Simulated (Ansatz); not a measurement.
# A defect in a wire: Ir wire along [110], 4 atoms a period, divacancy of Ir and Ir, part 2 of 3

Wanted: the relaxed defect and the transmission past it, beside the channels of the perfect wire.

Ansatz 0.2.0; DFT PBE, plane waves, PAW; relaxation of a wire's period (the session's first sound run).

So far. Step 2 (The relaxed wire): The cell's length comes to 2.581 Å with no moment.

## (3) The perfect wire

This step: DFT PBE, plane waves, PAW; channels and complex bands of a perfect wire (Ansatz 0.2.0).

At the relaxed period the Bloch states of the perfect wire are found at each energy: those that move forward count the open channels, and those that decay describe how a disturbance dies away inside the wire itself. An energy step of 0.035 eV is under the 0.039 eV that the program asks for its thermal average at 300 K.

Contents of input.yaml:

```yaml
crystal:
  lattice:
    - [10.67, 0.0, 0.0]
    - [0.0, 9.537, 0.0]
    - [0.0, 0.0, 2.5810678653]
  atoms:
    - { symbol: Ir, position: [0.322746706, 0.499973956, 0.0] }
    - { symbol: Ir, position: [0.677253294, 0.499973956, 0.0] }
    - { symbol: Ir, position: [0.5, 0.369503339, 0.5] }
    - { symbol: Ir, position: [0.5, 0.630444573, 0.5] }
kpoints:
  mp_grid: { grid: [1, 1, 31] }
scf:
  occupations: { method: fermi_dirac, width: 0.05 }
hamiltonian:
  xc: pbe
output:
  transmission:
    e_range: [-1.26, 1.26]
    de: 0.035
    kmesh: [1, 1]
    reduced_basis: true
    leads: [[0, 0]]
basis:
  ecutwfc: "350 eV"
```

On the command line:

```bash
$ ansatz run input.yaml --threads 4 --pin off --max-ram 16384MiB --backend cpu --events-out ev --progress --plain --runs-dir out
```

Numbers of over 12 decimals in the logs are rounded to 6 here.

The log of the run:

```text
Warning: basis.ecutwfc = 350 eV is below the records' recommended 420 eV, and the density's cutoff is lower with it unless basis.ecutrho_ratio is high enough to keep the records' density cutoff: compare with a run at a higher cutoff
[...]
Crystal: 4 atoms, lattice volume = 262.649 Å³
Basis set: ecut = 350 eV, 3871 PW (Γ)
Bands: 41, of which v1, the nominal top of the filled ones, is band 34 counted from 1 (33 counted from 0)
Symmetry: 8 space group operations
[...]
k-points: 16 of 31
[...]
SCF iter   1: F=—  HF=-47733.674362 eV  |F-HF|=—  |Δ(HF+E_count)|=         —  Δρ=1.21e-2  dr2=1.27e0  ethr=1.77e-3  ⟨swp⟩=8.1  Hψ=2957  notcnv=0  defer=2
[...]
SCF iter   9: F=-47733.548847 eV  HF=-47733.548847 eV  |F-HF|=5.17e-9  |Δ(HF+E_count)|=   8.93e-9  Δρ=1.65e-6  dr2=1.02e-8  ethr=1.47e-10  ⟨swp⟩=6.6  Hψ=1592  notcnv=0
SCF 1 converged in 9 iterations: F = -47733.548847 eV  dr2 = 1.02e-8
[...]
transmission: 3 of 18 steps passed
transmission: 6 of 18 steps passed
[...]
transmission: 18 of 18 steps passed
SCF converged after 9 iterations
Free energy (F): -47733.548847 eV
[...]
Internal energy: -47733.503936 eV  (E = F + TS)
E sigma→0 (E₀):  -47733.526391 eV
Entropy (-TS):   -0.044911 eV (-11.228 meV/atom)
Fermi energy:    1.591691 eV
[...]
--- Band table (eV; the first three rows and the last of 16) ---
  k-point 0: bands = [... 30 lower, 0.4392, 0.8094, 0.8317, 1.0893, 1.1566, 2.2026, 2.3077, 2.3230, ... 3 higher]
  k-point 1: bands = [... 30 lower, 0.5036, 0.6499, 0.8710, 1.0837, 1.3148, 1.9926, 2.1735, 2.5478, ... 3 higher]
  k-point 2: bands = [... 30 lower, 0.3890, 0.6068, 0.9777, 1.0714, 1.5654, 1.6639, 2.0946, 2.1869, ... 3 higher]
  k-point 15: bands = [... 30 lower, 0.7486, 0.9761, 1.7654, 1.8336, 2.4910, 2.5942, 4.8025, 5.0280, ... 3 higher]
--- Transmission ---
  basis      : 745 plane waves across, 3 finite elements along
  points     : 1, standing for a mesh of 1 x 1
  filling    : by the input's occupations and mesh, since the crystals that have channels conduct as metals do. If one of these is a semiconductor, that mesh has misplaced its level
  energies   : 73 from -1.260000 to 1.260000 eV about the Fermi level, 0.035000 eV apart; the leads are filled to 0.000000 eV, and channels, transmission and decay are at 0.000000 eV
  crystal 0  : Ir4, at the sites [0, 0], period 2.5811 Å: whole cells are its period
    offset         : up to 0.0000 Å between an atom of the period and one for which it stands
    filled         : 10.8 meV over the level at which it is neutral
    channels       : 5.000000e0 a spin
    conductance    : 3.9475e14 S/m² at 300 K; may be off by some 0.0 % by where its bands' edges are placed, 1.4 % from the distance to neutral
```

Wall time 86 s (4 threads of Arm Neoverse V1, shared host); peak memory 1.2 GiB; 5.1 min of CPU time.

Reading the cycles: dr2 is the Hartree energy of the density residual (eV), the measure of convergence; HF is the Harris–Foulkes estimate of the energy, which meets the free energy F at convergence.

Numbers from this step:

- energy at zero smearing: -47733.5264 eV
- channels at the energy nearest the Fermi level, one spin: 5
- conductance of the lead as this run defines it: 5.184 G₀
- band gap: 0 eV

Open channels of the lead, one spin against energy, zero at the Fermi level:

```csv
energy (eV),"open channels of the lead, one spin"
-1.190,6
-1.085,7
-1.015,7
-0.910,5
-0.805,4
-0.700,4
-0.595,3
-0.490,4
-0.385,5
-0.315,5
-0.210,5
-0.105,7
0.000,5
0.105,5
0.210,8
0.315,9
0.385,9
0.490,9
0.595,9
0.700,8
0.805,8
0.910,7
1.015,6
1.085,6
1.190,6
```

The slowest values at each energy, most degenerate partners merged, listed up to 1.5 1/Å. Im kz of the slowest decaying states against energy, zero at the Fermi level:

```csv
energy (eV),decay 1 (Å⁻¹),decay 2 (Å⁻¹),decay 3 (Å⁻¹),decay 4 (Å⁻¹)
-1.190,0.0507,0.139,0.140,0.173
-1.085,0.130,0.145,0.164,0.194
-1.015,0.101,0.120,0.174,0.180
-0.910,0.0580,0.0596,0.143,0.171
-0.805,0.0812,0.0904,0.110,0.118
-0.700,0.0412,0.138,0.162,0.164
-0.595,0.0487,0.0766,0.117,0.155
-0.490,0.0311,0.166,0.181,0.211
-0.385,0.171,0.237,0.242,0.274
-0.315,0.171,0.258,0.282,0.282
-0.210,0.166,0.172,0.287,0.288
-0.105,0.153,0.274,0.283,0.322
0.000,0.0638,0.127,0.244,0.266
0.105,0.0674,0.0744,0.183,0.227
0.210,0.0516,0.123,0.124,0.355
0.315,0.0134,0.283,0.365,0.454
0.385,0.177,0.352,0.371,0.442
0.490,0.298,0.380,0.420,0.423
0.595,0.373,0.388,0.404,0.469
0.700,0.132,0.384,0.396,0.430
0.805,0.188,0.363,0.404,0.478
0.910,0.0114,0.226,0.340,0.411
1.015,0.0118,0.126,0.256,0.317
1.085,0.0949,0.163,0.273,0.300
1.190,0.150,0.208,0.276,0.295
```

By hand: the program gives 3.9475 × 10^14 S/m² over the cell's cross-section of 101.76 Å² = 1.018 × 10^-18 m², so one cell conducts 4.017 × 10^-4 S. Divided by G0 = 2e²/h = 7.748 × 10^-5 S this is 5.18 G0, a resistance of 2.49 kΩ.

At the computed energy nearest the Fermi level there are 5 channels a spin, and the thermal average gives 5.18 G₀.

## (4) Relaxing the junction

This step: DFT PBE, plane waves, PAW; relaxation of a junction in a wire, ends held (Ansatz 0.2.0).

System of this step: Ir wire along [110], 4 atoms a period, divacancy of Ir and Ir. The cell holds 34 atoms: 34 Ir. Its edges and angles: a = 10.670 Å, b = 9.537 Å, c = 23.230 Å, α = 90.0°, β = 90.0°, γ = 90.0°. Regions: held atoms, 24 atoms (24 Ir); free atoms, 10 atoms (10 Ir). Vacuum lies along a and b. The structure's axis is c.

10 atoms at the defect are free to relax, while 24 stay where the perfect wire has them, so that the ends still repeat as a lead. The cutoff is set under the files' recommended one to save time.

Contents of input.yaml:

```yaml
crystal:
  lattice:
    - [10.67, 0.0, 0.0]
    - [0.0, 9.537, 0.0]
    - [0.0, 0.0, 23.2296107881]
  atoms:
    - { symbol: Ir, position: [0.322746706, 0.499973956, 0.0] }
    - { symbol: Ir, position: [0.677253294, 0.499973956, 0.0] }
    - { symbol: Ir, position: [0.5, 0.369503339, 0.055555556] }
    - { symbol: Ir, position: [0.5, 0.630444573, 0.055555556] }
    - { symbol: Ir, position: [0.322746706, 0.499973956, 0.111111111] }
    - { symbol: Ir, position: [0.677253294, 0.499973956, 0.111111111] }
    - { symbol: Ir, position: [0.5, 0.369503339, 0.166666667] }
    - { symbol: Ir, position: [0.5, 0.630444573, 0.166666667] }
    - { symbol: Ir, position: [0.322746706, 0.499973956, 0.222222222] }
    - { symbol: Ir, position: [0.677253294, 0.499973956, 0.222222222] }
    - { symbol: Ir, position: [0.5, 0.369503339, 0.277777778] }
    - { symbol: Ir, position: [0.5, 0.630444573, 0.277777778] }
    - { symbol: Ir, position: [0.322746706, 0.499973956, 0.333333333] }
    - { symbol: Ir, position: [0.677253294, 0.499973956, 0.333333333] }
    - { symbol: Ir, position: [0.5, 0.630444573, 0.388888889] }
    - { symbol: Ir, position: [0.322746706, 0.499973956, 0.444444444] }
    - { symbol: Ir, position: [0.5, 0.369503339, 0.5] }
    - { symbol: Ir, position: [0.5, 0.630444573, 0.5] }
    - { symbol: Ir, position: [0.322746706, 0.499973956, 0.555555556] }
    - { symbol: Ir, position: [0.677253294, 0.499973956, 0.555555556] }
    - { symbol: Ir, position: [0.5, 0.369503339, 0.611111111] }
    - { symbol: Ir, position: [0.5, 0.630444573, 0.611111111] }
    - { symbol: Ir, position: [0.322746706, 0.499973956, 0.666666667] }
    - { symbol: Ir, position: [0.677253294, 0.499973956, 0.666666667] }
    - { symbol: Ir, position: [0.5, 0.369503339, 0.722222222] }
    - { symbol: Ir, position: [0.5, 0.630444573, 0.722222222] }
    - { symbol: Ir, position: [0.322746706, 0.499973956, 0.777777778] }
    - { symbol: Ir, position: [0.677253294, 0.499973956, 0.777777778] }
    - { symbol: Ir, position: [0.5, 0.369503339, 0.833333333] }
    - { symbol: Ir, position: [0.5, 0.630444573, 0.833333333] }
    - { symbol: Ir, position: [0.322746706, 0.499973956, 0.888888889] }
    - { symbol: Ir, position: [0.677253294, 0.499973956, 0.888888889] }
    - { symbol: Ir, position: [0.5, 0.369503339, 0.944444444] }
    - { symbol: Ir, position: [0.5, 0.630444573, 0.944444444] }
kpoints:
  mp_grid: { grid: [1, 1, 2] }
scf:
  occupations: { method: fermi_dirac, width: 0.1 }
hamiltonian:
  xc: pbe
relax:
  constraints:
    - { sites: [0, 1, 2, 3, 4, 5, 6, 7, 8, 9, 10, 11, 22, 23, 24, 25, 26, 27, 28, 29, 30, 31, 32, 33] }
  f_tol: 0.06
  max_steps: 35
basis:
  ecutwfc: "350 eV"
```

The log of the run:

```text
[...]
Crystal: 34 atoms, lattice volume = 2363.840 Å³
Basis set: ecut = 350 eV, 35179 PW (Γ), exchange–correlation on 144×120×288 points (8 copies of the dense FFT grid, shifted against one another)
Bands: 347, of which v1, the nominal top of the filled ones, is band 289 counted from 1 (288 counted from 0)
Symmetry: 1 space group operations
[...]
k-points: 2
[...]
SCF iter   1: F=—  HF=-405732.867830 eV  |F-HF|=—  |Δ(HF+E_count)|=         —  Δρ=1.50e-2  dr2=3.21e1  ethr=1.77e-3  ⟨swp⟩=8.0  Hψ=2875  notcnv=0  defer=6
[...]
SCF iter   7: F=-405731.611021 eV  HF=-405731.611067 eV  |F-HF|=4.60e-5  |Δ(HF+E_count)|=   1.33e-5  Δρ=4.15e-5  dr2=8.44e-5  ethr=1.56e-8  ⟨swp⟩=3.0  Hψ=2664  notcnv=0
SCF 1 converged in 7 iterations: F = -405731.611021 eV  dr2 = 8.44e-5
[...]
relax step   1: F+E_penalty+E_count = -405731.61102066 eV  Δ(F+E_penalty+E_count) = +0.000e0 eV  max|allowed force component| = 1.696e0 eV/Å  Δτ_max = 0.0000 Å  (7 SCF iters, dr2 threshold 9.00e-5 eV, accepted)
[...]
SCF iter   7: F=-405731.881059 eV  HF=-405731.881056 eV  |F-HF|=2.63e-6  |Δ(HF+E_count)|=   6.50e-6  Δρ=2.30e-5  dr2=1.70e-5  ethr=1.73e-8  ⟨swp⟩=3.0  Hψ=2462  notcnv=0
SCF 2 converged in 7 iterations: F = -405731.881059 eV  dr2 = 1.70e-5
[...]
relax step   2: F+E_penalty+E_count = -405731.88105882 eV  Δ(F+E_penalty+E_count) = -2.700e-1 eV  max|allowed force component| = 1.801e0 eV/Å  Δτ_max = 0.1942 Å  (7 SCF iters, dr2 threshold 1.00e-4 eV, accepted)
[...]
SCF iter   1: F=—  HF=-405732.203273 eV  |F-HF|=—  |Δ(HF+E_count)|=         —  Δρ=5.12e-3  dr2=1.73e0  ethr=2.58e-4  ⟨swp⟩=1.0  Hψ=2166  notcnv=0  defer=9
eigensolver tolerance schedule calibrated: the retry pair's looser diagonalisation under-reported the residual by θ = 0.14 (0.13/decade); ethr = c·dr2/N_el runs at the constant in force after the calibration composes with the one it found (an armed cap, an earlier calibration), c = 5.8e-2
[...]
SCF iter   2: F=—  HF=-405732.132132 eV  |F-HF|=—  |Δ(HF+E_count)|=   7.11e-2  Δρ=1.69e-3  dr2=9.16e-2  ethr=1.74e-4  ⟨swp⟩=2.0  Hψ=1094  notcnv=0  defer=9
[...]
SCF iter   7: F=-405732.124838 eV  HF=-405732.124839 eV  |F-HF|=1.09e-6  |Δ(HF+E_count)|=   4.00e-6  Δρ=1.40e-5  dr2=6.17e-6  ethr=5.86e-9  ⟨swp⟩=4.0  Hψ=1894  notcnv=0
SCF 3 converged in 7 iterations: F = -405732.124838 eV  dr2 = 6.17e-6
relax step   3: F+E_penalty+E_count = -405732.12483751 eV  Δ(F+E_penalty+E_count) = -2.438e-1 eV  max|allowed force component| = 2.584e-1 eV/Å  Δτ_max = 0.1012 Å  (7 SCF iters, dr2 threshold 1.00e-4 eV, accepted)
[...]
relax step   4: F+E_penalty+E_count = -405732.17565394 eV  Δ(F+E_penalty+E_count) = -5.082e-2 eV  max|allowed force component| = 2.402e-1 eV/Å  Δτ_max = 0.2000 Å  (8 SCF iters, dr2 threshold 4.17e-6 eV, accepted)
[...]
relax step   5: F+E_penalty+E_count = -405732.19180624 eV  Δ(F+E_penalty+E_count) = -1.615e-2 eV  max|allowed force component| = 2.375e-1 eV/Å  Δτ_max = 0.1945 Å  (8 SCF iters, dr2 threshold 3.60e-6 eV, accepted)
[...]
relax step   6: F+E_penalty+E_count = -405732.15108603 eV  Δ(F+E_penalty+E_count) = +4.072e-2 eV  max|allowed force component| = 6.281e-1 eV/Å  Δτ_max = 0.0885 Å  (6 SCF iters, dr2 threshold 4.87e-5 eV, rejected (line search))
[...]
relax step   7: F+E_penalty+E_count = -405732.19823975 eV  Δ(F+E_penalty+E_count) = -6.434e-3 eV  max|allowed force component| = 1.173e-1 eV/Å  Δτ_max = 0.0443 Å  (9 SCF iters, accepted)
[...]
relax step   8: F+E_penalty+E_count = -405732.19261343 eV  Δ(F+E_penalty+E_count) = +5.626e-3 eV  max|allowed force component| = 1.517e-1 eV/Å  Δτ_max = 0.1000 Å  (8 SCF iters, rejected (line search))
SCF iter   1: F=—  HF=-405732.206579 eV  |F-HF|=—  |Δ(HF+E_count)|=         —  Δρ=1.93e-3  dr2=1.11e-1  ethr=1.91e-4  ⟨swp⟩=3.0  Hψ=1249  notcnv=0  defer=10
[...]
SCF iter   8: F=-405732.200803 eV  HF=-405732.200803 eV  |F-HF|=6.17e-9  |Δ(HF+E_count)|=   3.70e-8  Δρ=1.01e-6  dr2=3.41e-8  ethr=1.73e-11  ⟨swp⟩=3.0  Hψ=2560  notcnv=0
SCF 9 converged in 8 iterations: F = -405732.200803 eV  dr2 = 3.41e-8
relax step   9: F+E_penalty+E_count = -405732.20080322 eV  Δ(F+E_penalty+E_count) = -2.563e-3 eV  max|allowed force component| = 1.803e-2 eV/Å  Δτ_max = 0.0372 Å  (8 SCF iters, accepted)
SCF converged after 8 iterations
Free energy (F): -405732.200803 eV
[...]
Internal energy: -405730.362403 eV  (E = F + TS)
E sigma→0 (E₀):  -405731.281603 eV
Entropy (-TS):   -1.838401 eV (-54.071 meV/atom)
Fermi energy:    1.246125 eV
[...]
--- Forces (eV/Å), atoms counted from 1 ---
  atom   1  Ir     0.02805950    -0.01643546     0.11807032
  atom   2  Ir     0.02246983     0.01643659    -0.15529159
  atom   3  Ir    -0.02515620    -0.16193298     0.20415614
  atom   4  Ir     0.03424542     0.22647327     0.14802551
  atom   5  Ir     0.00195098    -0.03479184    -0.12590397
  atom   6  Ir    -0.16906731    -0.06487895     0.03249145
  atom   7  Ir     0.09617944    -0.19670946     0.21432241
  atom   8  Ir    -0.10292920     0.33678927    -0.03556460
  atom   9  Ir     0.03647551     0.05984892    -0.20950759
  atom  10  Ir    -0.02598472    -0.01316160     0.00537891
  atom  11  Ir     0.08752418    -0.03106140    -0.04759472
  atom  12  Ir    -0.10662015    -0.02984785    -0.08452616
  atom  13  Ir    -0.00842387     0.00445700     0.00485997
  atom  14  Ir     0.00428837    -0.00513988    -0.01795829
  atom  15  Ir    -0.01803100    -0.00125774     0.00000172
  atom  16  Ir     0.00628419     0.00249064    -0.01406258
  atom  17  Ir    -0.01208192     0.00631374     0.01061874
  atom  18  Ir     0.00306705    -0.00307113    -0.00251763
  atom  19  Ir     0.01015303    -0.00462583    -0.00234257
  atom  20  Ir    -0.00258693     0.00346269     0.01111327
  atom  21  Ir     0.00820916     0.00196313     0.00133661
  atom  22  Ir    -0.00397881    -0.01235811     0.00046756
  atom  23  Ir     0.09091836     0.04789242    -0.17053803
  atom  24  Ir     0.19575720    -0.11553758     0.24879477
  atom  25  Ir    -0.03871950    -0.22605559     0.24966588
  atom  26  Ir    -0.03046773     0.26628258    -0.18668528
  atom  27  Ir     0.03104034    -0.00643576    -0.05890841
  atom  28  Ir    -0.13226079    -0.04232722    -0.09014036
  atom  29  Ir    -0.01448554    -0.20725114     0.09456939
  atom  30  Ir    -0.05418642     0.17243924    -0.15341818
  atom  31  Ir     0.05572352    -0.00098339    -0.00050448
  atom  32  Ir     0.04505955     0.04317646     0.16458006
  atom  33  Ir    -0.02648621    -0.15979857    -0.13326923
  atom  34  Ir     0.01408005     0.14567064    -0.01970430
  max |Σ_I F_I| component: 3.51e-5 eV/Å
--- Relaxed structure (9 steps of the walk, 7 accepted, 0 SCFs on fresh bases) ---
  F+E_penalty+E_count = -405732.20080322 eV   max|allowed force component| = 1.803e-2 eV/Å
  atoms:
    - { symbol: Ir, position: [0.322747, 0.499974, 0.0] }
    - { symbol: Ir, position: [0.677253, 0.499974, 0.0] }
    - { symbol: Ir, position: [0.500000, 0.369503, 0.055556] }
    - { symbol: Ir, position: [0.500000, 0.630445, 0.055556] }
    - { symbol: Ir, position: [0.322747, 0.499974, 0.111111111] }
    - { symbol: Ir, position: [0.677253, 0.499974, 0.111111111] }
    - { symbol: Ir, position: [0.500000, 0.369503, 0.166667] }
    - { symbol: Ir, position: [0.500000, 0.630445, 0.166667] }
    - { symbol: Ir, position: [0.322747, 0.499974, 0.222222222] }
    - { symbol: Ir, position: [0.677253, 0.499974, 0.222222222] }
    - { symbol: Ir, position: [0.500000, 0.369503, 0.277777778] }
    - { symbol: Ir, position: [0.500000, 0.630445, 0.277777778] }
    - { symbol: Ir, position: [0.331638, 0.482785, 0.335141] }
    - { symbol: Ir, position: [0.667902, 0.498288, 0.333151] }
    - { symbol: Ir, position: [0.502551, 0.602457, 0.391843] }
    - { symbol: Ir, position: [0.343195, 0.450232, 0.439922] }
    - { symbol: Ir, position: [0.496575, 0.338234, 0.505292] }
    - { symbol: Ir, position: [0.514633, 0.597352, 0.496315] }
    - { symbol: Ir, position: [0.329036, 0.488265, 0.555639] }
    - { symbol: Ir, position: [0.676970, 0.477924, 0.558731] }
    - { symbol: Ir, position: [0.500271, 0.358711, 0.613333] }
    - { symbol: Ir, position: [0.502487, 0.622752, 0.608468] }
    - { symbol: Ir, position: [0.322747, 0.499974, 0.666667] }
    - { symbol: Ir, position: [0.677253, 0.499974, 0.666667] }
    - { symbol: Ir, position: [0.500000, 0.369503, 0.722222] }
    - { symbol: Ir, position: [0.500000, 0.630445, 0.722222] }
    - { symbol: Ir, position: [0.322747, 0.499974, 0.777778] }
    - { symbol: Ir, position: [0.677253, 0.499974, 0.777778] }
    - { symbol: Ir, position: [0.500000, 0.369503, 0.833333] }
    - { symbol: Ir, position: [0.500000, 0.630445, 0.833333] }
    - { symbol: Ir, position: [0.322747, 0.499974, 0.888888889] }
    - { symbol: Ir, position: [0.677253, 0.499974, 0.888888889] }
    - { symbol: Ir, position: [0.500000, 0.369503, 0.944444] }
    - { symbol: Ir, position: [0.500000, 0.630445, 0.944444] }
```

Run time: 4 min. Hardware: 4 threads; peak memory 4.8 GiB; 16 min of CPU time.

The steps of the relaxation:

```csv
step,energy less that of the first step (eV),largest force component (eV/Å)
1,0.0000,1.6964
2,-0.2700,1.8006
3,-0.5138,0.2584
4,-0.5646,0.2402
5,-0.5808,0.2375
6,-0.5401,0.6281
7,-0.5872,0.1173
8,-0.5816,0.1517
9,-0.5898,0.0180
```

Relaxation steps 6, 8 were tried and not accepted.

The atoms that moved most (Å):

```csv
atom,dx,dy,dz,length
Ir16,0.218,-0.474,-0.105,0.533
Ir18,0.156,-0.316,-0.086,0.362
Ir17,-0.037,-0.298,0.123,0.325
Ir15,0.027,-0.267,0.069,0.277
Ir20,-0.003,-0.210,0.074,0.223
Ir13,0.095,-0.164,0.042,0.194
Ir19,0.067,-0.112,0.002,0.130
Ir21,0.003,-0.103,0.052,0.115
```

Final coordinates:

```cif
data_structure
_symmetry_space_group_name_H-M 'P 1'
_symmetry_Int_Tables_number 1
_cell_length_a 10.6700
_cell_length_b 9.5370
_cell_length_c 23.2296
_cell_angle_alpha 90.000
_cell_angle_beta 90.000
_cell_angle_gamma 90.000
_cell_volume 2363.84
loop_
_atom_site_label
_atom_site_type_symbol
_atom_site_fract_x
_atom_site_fract_y
_atom_site_fract_z
_atom_site_occupancy
Ir1 Ir 0.32275 0.49997 0.00000 1
Ir2 Ir 0.67725 0.49997 0.00000 1
Ir3 Ir 0.50000 0.36950 0.05556 1
Ir4 Ir 0.50000 0.63044 0.05556 1
Ir5 Ir 0.32275 0.49997 0.11111 1
Ir6 Ir 0.67725 0.49997 0.11111 1
Ir7 Ir 0.50000 0.36950 0.16667 1
Ir8 Ir 0.50000 0.63044 0.16667 1
Ir9 Ir 0.32275 0.49997 0.22222 1
Ir10 Ir 0.67725 0.49997 0.22222 1
Ir11 Ir 0.50000 0.36950 0.27778 1
Ir12 Ir 0.50000 0.63044 0.27778 1
Ir13 Ir 0.33164 0.48278 0.33514 1
Ir14 Ir 0.66790 0.49829 0.33315 1
Ir15 Ir 0.50255 0.60246 0.39184 1
Ir16 Ir 0.34320 0.45023 0.43992 1
Ir17 Ir 0.49658 0.33823 0.50529 1
Ir18 Ir 0.51463 0.59735 0.49632 1
Ir19 Ir 0.32904 0.48827 0.55564 1
Ir20 Ir 0.67697 0.47792 0.55873 1
Ir21 Ir 0.50027 0.35871 0.61333 1
Ir22 Ir 0.50249 0.62275 0.60847 1
Ir23 Ir 0.32275 0.49997 0.66667 1
Ir24 Ir 0.67725 0.49997 0.66667 1
Ir25 Ir 0.50000 0.36950 0.72222 1
Ir26 Ir 0.50000 0.63044 0.72222 1
Ir27 Ir 0.32275 0.49997 0.77778 1
Ir28 Ir 0.67725 0.49997 0.77778 1
Ir29 Ir 0.50000 0.36950 0.83333 1
Ir30 Ir 0.50000 0.63044 0.83333 1
Ir31 Ir 0.32275 0.49997 0.88889 1
Ir32 Ir 0.67725 0.49997 0.88889 1
Ir33 Ir 0.50000 0.36950 0.94444 1
Ir34 Ir 0.50000 0.63044 0.94444 1
```

Numbers from this step:

* energy at zero smearing: -405731.2816 eV

The largest force component on a free atom ends at 0.018 eV/Å, under the limit of 0.06.  1 atom of the wire itself, hydrogen apart, moved by over 0.45 Å, up to 0.53 Å.

(Continued in part 3 of 3.)

[Logs are printed without paths, hosts, clocks, repeated set-up lines and the standing remarks that a program may print on its own settings, such as how far it seeks lower states.]

[Hosts, paths, dates, database ids (printed as entryN), source tags and the programs' standing remarks are cut or masked in the printed files.]
